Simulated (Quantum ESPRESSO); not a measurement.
# Voltage at the next charge: Ru(0001), 4 layers, one monolayer of N on fcc sites against an electrode

**Set-up.** Quantum ESPRESSO 7.5, PBE, GBRV ultrasoft; ESM with bc3, a metal electrode 5.04 Å above the top atoms; cell area 6.313 Å²; ions fixed. V is the potential energy of an electron at the electrode over the slab's Fermi level, divided by e, so that it equals the work function at zero charge; positive charge removes electrons.

```tsv
charge (e a cell)	V (V)
0	7.125
0.0095	8.284
0.0189	9.436
```

One more run was made and is withheld. What is V at a charge of 0.0379 e, and what capacitance do the rows imply?

By hand: The last two rows give dV/dq = (9.436 − 8.284)/(0.0189 − 0.0095) = 122.6 V/e, so C = 1602/(6.313 × 122.6) = 2.07 µF/cm², an effective gap of 8.854/2.07 = 4.28 Å. At constant C, V = 9.436 + 122.6 × 0.019 = 11.76 V.

What the calculation gave: V = 11.782 V; the estimate misses by −0.02 V, 0.8 % of the step. Over the three intervals C goes 2.08, 2.07 and 2.06 µF/cm².

Caveats: Vacuum fills the gap; a dielectric or electrolyte would change C. The slab is thin.

[Logs are printed without paths, hosts, clocks, repeated set-up lines and the standing remarks that a program may print on its own settings, such as how far it seeks lower states.]
